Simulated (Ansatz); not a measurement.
# N on Zr(0001): change of the work function, part 2 of 4

How does N on the fcc site change the work function of Zr(0001) as the layer fills?

Ansatz 0.2.0; plane-wave DFT, PBE, Ansatz PAW.

So far, work function, upper face (eV): step 2 (the clean slab) 4.17.

## (3) Adsorbate added, k-mesh 4×4×1, coverage 0.111 ML

System of this step: N/Zr(0001). The cell holds 37 atoms: 36 Zr and 1 N. Cell: a = 9.690 Å, b = 9.690 Å, c = 27.400 Å, α = 90.0°, β = 90.0°, γ = 60.0°. Vacuum lies along c.

The clean slab as it ended is repeated in the plane and the adsorbate is set on one face; the cell's size fixes the coverage, and the k-mesh shrinks with it to keep the sampling density about even. Adsorbate and upper layers relax, since the dipole depends on the height.

The input, input.yaml:

```yaml
crystal:
  lattice:
    - [9.69, 0.0, 0.0]
    - [4.845, 8.3917861626, 0.0]
    - [0.0, 0.0, 27.3999886225]
  atoms:
    - { symbol: Zr, position: [0.2222222222, 0.2222222222, 0.3284672897] }
    - { symbol: Zr, position: [0.0, 0.0, 0.4223613068] }
    - { symbol: Zr, position: [0.2222222222, 0.2222222222, 0.5198892304] }
    - { symbol: Zr, position: [0.0, 0.0, 0.6089277816] }
    - { symbol: Zr, position: [0.2222222222, 0.5555555556, 0.3284672897] }
    - { symbol: Zr, position: [0.0, 0.3333333333, 0.4223613068] }
    - { symbol: Zr, position: [0.2222222222, 0.5555555556, 0.5198892304] }
    - { symbol: Zr, position: [0.0, 0.3333333333, 0.6089277816] }
    - { symbol: Zr, position: [0.2222222222, 0.8888888889, 0.3284672897] }
    - { symbol: Zr, position: [0.0, 0.6666666667, 0.4223613068] }
    - { symbol: Zr, position: [0.2222222222, 0.8888888889, 0.5198892304] }
    - { symbol: Zr, position: [0.0, 0.6666666667, 0.6089277816] }
    - { symbol: Zr, position: [0.5555555556, 0.2222222222, 0.3284672897] }
    - { symbol: Zr, position: [0.3333333333, 0.0, 0.4223613068] }
    - { symbol: Zr, position: [0.5555555556, 0.2222222222, 0.5198892304] }
    - { symbol: Zr, position: [0.3333333333, 0.0, 0.6089277816] }
    - { symbol: Zr, position: [0.5555555556, 0.5555555556, 0.3284672897] }
    - { symbol: Zr, position: [0.3333333333, 0.3333333333, 0.4223613068] }
    - { symbol: Zr, position: [0.5555555556, 0.5555555556, 0.5198892304] }
    - { symbol: Zr, position: [0.3333333333, 0.3333333333, 0.6089277816] }
    - { symbol: Zr, position: [0.5555555556, 0.8888888889, 0.3284672897] }
    - { symbol: Zr, position: [0.3333333333, 0.6666666667, 0.4223613068] }
    - { symbol: Zr, position: [0.5555555556, 0.8888888889, 0.5198892304] }
    - { symbol: Zr, position: [0.3333333333, 0.6666666667, 0.6089277816] }
    - { symbol: Zr, position: [0.8888888889, 0.2222222222, 0.3284672897] }
    - { symbol: Zr, position: [0.6666666667, 0.0, 0.4223613068] }
    - { symbol: Zr, position: [0.8888888889, 0.2222222222, 0.5198892304] }
    - { symbol: Zr, position: [0.6666666667, 0.0, 0.6089277816] }
    - { symbol: Zr, position: [0.8888888889, 0.5555555556, 0.3284672897] }
    - { symbol: Zr, position: [0.6666666667, 0.3333333333, 0.4223613068] }
    - { symbol: Zr, position: [0.8888888889, 0.5555555556, 0.5198892304] }
    - { symbol: Zr, position: [0.6666666667, 0.3333333333, 0.6089277816] }
    - { symbol: Zr, position: [0.8888888889, 0.8888888889, 0.3284672897] }
    - { symbol: Zr, position: [0.6666666667, 0.6666666667, 0.4223613068] }
    - { symbol: Zr, position: [0.8888888889, 0.8888888889, 0.5198892304] }
    - { symbol: Zr, position: [0.6666666667, 0.6666666667, 0.6089277816] }
    - { symbol: "N", position: [0.1111111111, 0.1111111111, 0.6715327103] }
kpoints:
  mp_grid: { grid: [4, 4, 1] }
hamiltonian:
  xc: pbe
scf:
  occupations: { method: fermi_dirac, width: 0.1 }
  convergence: { dr2_threshold: 1.0e-08 }
efield:
  axis: 3
  dipole_correction: true
  ramp_position: 0.97
  ramp_width: 0.06
relax:
  f_tol: 0.02
  max_steps: 60
  constraints:
    - { sites: [0, 1, 4, 5, 8, 9, 12, 13, 16, 17, 20, 21, 24, 25, 28, 29, 32, 33] }
output:
  write_potential: true
  write_density: true
  volumetric_format: npy
```

Run with:

```bash
> ansatz run input.yaml --threads 4 --pin off --max-ram 16384MiB --backend cpu --events-out ev --progress --plain --runs-dir out
```

The program printed:

```text
[...]
Crystal: 37 atoms, lattice volume = 2228.069 Å³
Basis set: ecut = 420 eV, 43615 PW (Γ), exchange–correlation on 144×144×384 points (8 copies of the dense FFT grid, shifted against one another)
Bands: 263, of which v1, the nominal top of the filled ones, is band 219 counted from 1 (218 counted from 0)
Symmetry: 6 space group operations
[...]
k-points: 4 of 16 (time reversal used)
[...]
SCF iter   1: F=—  HF=-150986.253706 eV  |F-HF|=—  |Δ(HF+E_count)|=         —  Δρ=4.85e-3  dr2=6.92e0  ethr=1.77e-3  p=-0.253 e·Å  D=-2.05e-2 V/Å  ΔV_dip=0.56 eV  dr2_dipole=8.82e-1  V_vac-E_F(+/−)=4.65/4.09 eV  ⟨swp⟩=10.5  Hψ=5271  notcnv=0
[...]
SCF iter  10: F=-150986.111857 eV  HF=-150986.111857 eV  |F-HF|=1.20e-8  |Δ(HF+E_count)|=   7.68e-8  Δρ=2.86e-7  dr2=5.42e-9  ethr=2.29e-12  p=-0.197 e·Å  D=-1.60e-2 V/Å  ΔV_dip=0.44 eV  dr2_dipole=7.14e-10  V_vac-E_F(+/−)=4.61/4.17 eV  ⟨swp⟩=16.2  Hψ=10358  notcnv=0
SCF 1 converged in 10 iterations: F = -150986.111857 eV  dr2 = 5.42e-9
[...]
relax step   1: F+E_penalty+E_count = -150986.11185664 eV  Δ(F+E_penalty+E_count) = +0.000e0 eV  max|allowed force component| = 5.189e0 eV/Å  Δτ_max = 0.0000 Å  (10 SCF iters, accepted)
[...]
SCF iter  10: F=-150987.647859 eV  HF=-150987.647859 eV  |F-HF|=2.74e-9  |Δ(HF+E_count)|=   1.12e-8  Δρ=1.93e-7  dr2=2.46e-9  ethr=2.29e-12  p=-0.119 e·Å  D=-9.67e-3 V/Å  ΔV_dip=0.26 eV  dr2_dipole=2.50e-12  V_vac-E_F(+/−)=4.44/4.17 eV  ⟨swp⟩=10.0  Hψ=6788  notcnv=0
SCF 2 converged in 10 iterations: F = -150987.647859 eV  dr2 = 2.46e-9
relax step   2: F+E_penalty+E_count = -150987.64785910 eV  Δ(F+E_penalty+E_count) = -1.536e0 eV  max|allowed force component| = 4.682e0 eV/Å  Δτ_max = 0.1950 Å  (10 SCF iters, accepted)
SCF iter   1: F=—  HF=-150988.848230 eV  |F-HF|=—  |Δ(HF+E_count)|=         —  Δρ=3.99e-3  dr2=6.41e-1  ethr=1.79e-3  p=-0.119 e·Å  D=-9.67e-3 V/Å  ΔV_dip=0.26 eV  dr2_dipole=1.85e-2  V_vac-E_F(+/−)=4.44/4.17 eV  ⟨swp⟩=5.2  Hψ=2309  notcnv=0
[...]
SCF iter  10: F=-150988.711992 eV  HF=-150988.711992 eV  |F-HF|=3.03e-9  |Δ(HF+E_count)|=   1.94e-8  Δρ=2.05e-7  dr2=2.08e-9  ethr=2.29e-12  p=-0.046 e·Å  D=-3.76e-3 V/Å  ΔV_dip=0.10 eV  dr2_dipole=9.57e-13  V_vac-E_F(+/−)=4.28/4.18 eV  ⟨swp⟩=10.8  Hψ=7563  notcnv=0
SCF 3 converged in 10 iterations: F = -150988.711992 eV  dr2 = 2.08e-9
relax step   3: F+E_penalty+E_count = -150988.71199170 eV  Δ(F+E_penalty+E_count) = -1.064e0 eV  max|allowed force component| = 2.728e0 eV/Å  Δτ_max = 0.1950 Å  (10 SCF iters, accepted)
[...]
relax step   4: F+E_penalty+E_count = -150989.10671070 eV  Δ(F+E_penalty+E_count) = -3.947e-1 eV  max|allowed force component| = 6.341e-1 eV/Å  Δτ_max = 0.1927 Å  (10 SCF iters, accepted)
[...]
relax step   5: F+E_penalty+E_count = -150989.10896433 eV  Δ(F+E_penalty+E_count) = -2.254e-3 eV  max|allowed force component| = 2.386e-1 eV/Å  Δτ_max = 0.1317 Å  (10 SCF iters, accepted)
[...]
relax step   6: F+E_penalty+E_count = -150989.13182510 eV  Δ(F+E_penalty+E_count) = -2.286e-2 eV  max|allowed force component| = 1.634e-1 eV/Å  Δτ_max = 0.0516 Å  (10 SCF iters, accepted)
SCF iter   1: F=—  HF=-150989.135308 eV  |F-HF|=—  |Δ(HF+E_count)|=         —  Δρ=3.25e-4  dr2=9.16e-3  ethr=4.43e-5  p=-0.001 e·Å  D=-4.22e-5 V/Å  ΔV_dip=0.00 eV  dr2_dipole=1.43e-4  V_vac-E_F(+/−)=4.18/4.18 eV  ⟨swp⟩=2.0  Hψ=1708  notcnv=0
[...]
SCF iter   8: F=-150989.134412 eV  HF=-150989.134412 eV  |F-HF|=7.39e-9  |Δ(HF+E_count)|=   4.28e-8  Δρ=2.36e-7  dr2=2.34e-9  ethr=2.29e-12  p=-0.003 e·Å  D=-2.14e-4 V/Å  ΔV_dip=0.01 eV  dr2_dipole=8.48e-13  V_vac-E_F(+/−)=4.19/4.18 eV  ⟨swp⟩=10.0  Hψ=7500  notcnv=0
SCF 7 converged in 8 iterations: F = -150989.134412 eV  dr2 = 2.34e-9
relax step   7: F+E_penalty+E_count = -150989.13441203 eV  Δ(F+E_penalty+E_count) = -2.587e-3 eV  max|allowed force component| = 1.761e-2 eV/Å  Δτ_max = 0.0087 Å  (8 SCF iters, accepted)
NSCF: frozen V_eff on 4 k-points
[...]
SCF converged after 8 iterations
Free energy (F): -150989.134412 eV
[...]
Internal energy: -150987.204216 eV  (E = F + TS)
E sigma→0 (E₀):  -150988.169314 eV
Entropy (-TS):   -1.930196 eV (-52.167 meV/atom)
Fermi energy:    2.790352 eV
Dipole field:    D = -0.000214 V/Å  (p = -0.002639 e·Å, saw-weighted, corrected)
Work function:   Φ+ = 4.1864 eV   Φ− = 4.1805 eV
[...]
--- Forces (eV/Å), atoms counted from 1 ---
  atom   1  Zr     0.00690982     0.00398939     0.44482000
  atom   2  Zr     0.00483220     0.00278987    -0.27993326
  atom   3  Zr     0.00677990     0.00391438     0.00202971
  atom   4  Zr    -0.00210549    -0.00121561    -0.00133460
  atom   5  Zr    -0.00821762     0.00474445     0.45976178
  atom   6  Zr     0.00000000    -0.00557974    -0.27993326
  atom   7  Zr    -0.00266906     0.00154098    -0.00596287
  atom   8  Zr    -0.00000000     0.00243121    -0.00133460
  atom   9  Zr    -0.00000000    -0.00797878     0.44482000
  atom  10  Zr    -0.01732512     0.01000266    -0.57574503
  atom  11  Zr     0.00000000    -0.00782876     0.00202971
  atom  12  Zr     0.01524956    -0.00880434    -0.00297127
  atom  13  Zr     0.00000000    -0.00948889     0.45976178
  atom  14  Zr    -0.00483220     0.00278987    -0.27993326
  atom  15  Zr     0.00000000    -0.00308197    -0.00596287
  atom  16  Zr     0.00210549    -0.00121561    -0.00133460
  atom  17  Zr     0.00821762     0.00474445     0.45976178
  atom  18  Zr    -0.03106781    -0.01793701    -0.49506843
  atom  19  Zr     0.00266906     0.00154098    -0.00596287
  atom  20  Zr    -0.00103841    -0.00059953     0.00784206
  atom  21  Zr     0.00220449    -0.00127276     0.44499724
  atom  22  Zr     0.00000000     0.03587402    -0.49506843
  atom  23  Zr    -0.00305211     0.00176213     0.00037639
  atom  24  Zr     0.00000000     0.00119906     0.00784206
  atom  25  Zr    -0.00690982     0.00398939     0.44482000
  atom  26  Zr     0.00000000    -0.02000532    -0.57574503
  atom  27  Zr    -0.00677990     0.00391438     0.00202971
  atom  28  Zr     0.00000000     0.01760868    -0.00297127
  atom  29  Zr    -0.00000000     0.00254553     0.44499724
  atom  30  Zr     0.03106781    -0.01793701    -0.49506843
  atom  31  Zr     0.00000000    -0.00352427     0.00037639
  atom  32  Zr     0.00103841    -0.00059953     0.00784206
  atom  33  Zr    -0.00220449    -0.00127276     0.44499724
  atom  34  Zr     0.01732512     0.01000266    -0.57574503
  atom  35  Zr     0.00305211     0.00176213     0.00037639
  atom  36  Zr    -0.01524956    -0.00880434    -0.00297127
  atom  37  N      0.00000000     0.00000000     0.00357588
  max |Σ_I F_I| component: 1.11e-5 eV/Å
--- Band table (eV) ---
  k-point 0: bands = [... 215 lower, 2.8574, 2.8642, 2.8882, 2.8882, 2.9000, 2.9047, 2.9333, 2.9450, ... 40 higher]
  k-point 1: bands = [... 215 lower, 2.6893, 2.7307, 2.7810, 2.8176, 2.8365, 2.8618, 2.9016, 2.9624, ... 40 higher]
  k-point 2: bands = [... 215 lower, 2.7061, 2.7394, 2.7645, 2.7695, 2.8438, 2.8486, 2.8567, 2.8850, ... 40 higher]
  k-point 3: bands = [... 215 lower, 2.6350, 2.6642, 2.7063, 2.7865, 2.8102, 2.8350, 2.8540, 2.8708, ... 40 higher]
--- Relaxed structure (7 steps of the walk, 7 accepted, 0 SCFs on fresh bases) ---
  F+E_penalty+E_count = -150989.13441203 eV   max|allowed force component| = 1.761e-2 eV/Å
  atoms:
    - { symbol: Zr, position: [0.222222, 0.222222, 0.3284672897] }
    - { symbol: Zr, position: [1.111110e-11, 1.111110e-11, 0.422361] }
    - { symbol: Zr, position: [0.221483, 0.221483, 0.520563] }
    - { symbol: Zr, position: [0.00136737, 0.00136737, 0.615189] }
    - { symbol: Zr, position: [0.222222, 0.555556, 0.3284672897] }
    - { symbol: Zr, position: [1.111111e-11, 0.333333, 0.422361] }
    - { symbol: Zr, position: [0.220766, 0.556284, 0.518525] }
    - { symbol: Zr, position: [0.00136737, 0.330599, 0.615189] }
    - { symbol: Zr, position: [0.222222, 0.888889, 0.3284672897] }
    - { symbol: Zr, position: [-2.222222e-11, 0.666667, 0.422361] }
    - { symbol: Zr, position: [0.221483, 0.890366, 0.520563] }
    - { symbol: Zr, position: [0.00347183, 0.664931, 0.608396] }
    - { symbol: Zr, position: [0.555556, 0.222222, 0.3284672897] }
    - { symbol: Zr, position: [0.333333, 1.111110e-11, 0.422361] }
    - { symbol: Zr, position: [0.556284, 0.220766, 0.518525] }
    - { symbol: Zr, position: [0.330599, 0.00136737, 0.615189] }
    - { symbol: Zr, position: [0.555556, 0.555556, 0.3284672897] }
    - { symbol: Zr, position: [0.333333, 0.333333, 0.422361] }
    - { symbol: Zr, position: [0.556284, 0.556284, 0.518525] }
    - { symbol: Zr, position: [0.335690, 0.335690, 0.607784] }
    - { symbol: Zr, position: [0.555556, 0.888889, 0.3284672897] }
    - { symbol: Zr, position: [0.333333, 0.666667, 0.422361] }
    - { symbol: Zr, position: [0.555782, 0.888776, 0.519751] }
    - { symbol: Zr, position: [0.335690, 0.661954, 0.607784] }
    - { symbol: Zr, position: [0.888889, 0.222222, 0.3284672897] }
    - { symbol: Zr, position: [0.666667, -2.222223e-11, 0.422361] }
    - { symbol: Zr, position: [0.890366, 0.221483, 0.520563] }
    - { symbol: Zr, position: [0.664931, 0.00347183, 0.608396] }
    - { symbol: Zr, position: [0.888889, 0.555556, 0.3284672897] }
    - { symbol: Zr, position: [0.666667, 0.333333, 0.422361] }
    - { symbol: Zr, position: [0.888776, 0.555782, 0.519751] }
    - { symbol: Zr, position: [0.661954, 0.335690, 0.607784] }
    - { symbol: Zr, position: [0.888889, 0.888889, 0.3284672897] }
    - { symbol: Zr, position: [0.666667, 0.666667, 0.422361] }
    - { symbol: Zr, position: [0.888776, 0.888776, 0.519751] }
    - { symbol: Zr, position: [0.664931, 0.664931, 0.608396] }
    - { symbol: N, position: [0.111111, 0.111111, 0.647397] }
```

The job ended after 14 min (4 threads of Arm Neoverse V2, shared host; peak memory 9.5 GiB).

This run has no spin polarisation although its electron count is odd.

Relaxation path:

| step | energy less that of the first step (eV) | largest force component (eV/Å) |
| --- | --- | --- |
| 1 | 0.0000 | 5.1889 |
| 2 | -1.5360 | 4.6818 |
| 3 | -2.6001 | 2.7283 |
| 4 | -2.9949 | 0.6341 |
| 5 | -2.9971 | 0.2386 |
| 6 | -3.0200 | 0.1634 |
| 7 | -3.0226 | 0.0176 |

Forces are held to the 6 operations that the program found; a distortion that breaks them can't arise in this run.

The atoms that moved most (Å):

```
atom      dx      dy      dz  length
 N37   0.000   0.000  -0.661   0.661
 Zr8   0.000  -0.023   0.172   0.173
Zr16  -0.020   0.011   0.172   0.173
 Zr4   0.020   0.011   0.172   0.173
Zr32  -0.034   0.020  -0.031   0.050
Zr20   0.034   0.020  -0.031   0.050
Zr24   0.000  -0.040  -0.031   0.050
Zr19   0.011   0.006  -0.037   0.039
```

The relaxed structure:

```xyz
37
Lattice="9.6900 0.0000 0.0000 4.8450 8.3918 0.0000 0.0000 0.0000 27.4000" Properties=species:S:1:pos:R:3
Zr    3.2300    1.8648    9.0000
Zr    0.0000    0.0000   11.5727
Zr    3.2193    1.8586   14.2634
Zr    0.0199    0.0115   16.8562
Zr    4.8450    4.6621    9.0000
Zr    1.6150    2.7973   11.5727
Zr    4.8344    4.6682   14.2076
Zr    1.6150    2.7743   16.8562
Zr    6.4600    7.4594    9.0000
Zr    3.2300    5.5945   11.5727
Zr    6.4600    7.4718   14.2634
Zr    3.2552    5.5800   16.6701
Zr    6.4600    1.8648    9.0000
Zr    3.2300    0.0000   11.5727
Zr    6.4600    1.8526   14.2076
Zr    3.2101    0.0115   16.8562
Zr    8.0750    4.6621    9.0000
Zr    4.8450    2.7973   11.5727
Zr    8.0856    4.6682   14.2076
Zr    4.8792    2.8170   16.6533
Zr    9.6900    7.4594    9.0000
Zr    6.4600    5.5945   11.5727
Zr    9.6916    7.4584   14.2412
Zr    6.4600    5.5550   16.6533
Zr    9.6900    1.8648    9.0000
Zr    6.4600    0.0000   11.5727
Zr    9.7007    1.8586   14.2634
Zr    6.4600    0.0291   16.6701
Zr   11.3050    4.6621    9.0000
Zr    8.0750    2.7973   11.5727
Zr   11.3050    4.6640   14.2412
Zr    8.0408    2.8170   16.6533
Zr   12.9200    7.4594    9.0000
Zr    9.6900    5.5945   11.5727
Zr   12.9184    7.4584   14.2412
Zr    9.6648    5.5800   16.6701
N     1.6150    0.9324   17.7387
```

Read from the output:

| Item | Value |
| --- | --- |
| energy at zero smearing | -150988.1693 eV |
| work function, upper face | 4.186 eV |
| dipole along the normal | -0.002639 e·Å |

Running mean over 2.573 Å of the planar mean; the ramp of the sawtooth is left out. Table of electron's electrostatic potential energy less the Fermi level by z:

z (Å), electron's electrostatic potential energy less the Fermi level (eV) and a bar from the least value:
```
        4       4.18 ##############################
        5       4.15 ##############################
        6       3.92 #############################
        7       2.14 #########################
        8      -5.14 ########
        9      -8.45 #
       10      -8.32 #
       11      -8.29 #
       12      -8.17 #
       13      -7.66 ###
       14      -8.23 #
       15      -8.76 
       16      -8.77 
       17      -8.45 #
       18      -3.14 #############
       19       2.87 ###########################
       20       4.05 ##############################
       21       4.17 ##############################
       22       4.19 ##############################
       23       4.19 ##############################
       24       4.19 ##############################
```

The relaxation took 7 steps and lowered the energy by 3.0 eV; the largest force on the free atoms ends at 0.018 eV/Å.

The covered face has 4.19 eV, +0.02 eV against the clean one; the bare back face has moved by +0.00 eV, a measure of how thin the slab is.

[end of part 2 of 4]

[Long decimals in the printed logs are rounded to 6 places.]

[Logs are printed without paths, hosts, clocks, repeated set-up lines and the standing remarks that a program may print on its own settings, such as how far it seeks lower states.]

[Hosts, paths, dates, database ids (printed as entryN), source tags and the programs' standing remarks are cut or masked in the printed files.]

[Maps of the electrostatic potential energy from Ansatz leave out the sawtooth potential of an applied field or a dipole correction, so their vacuum need not be flat; planar profiles and work functions include it.]
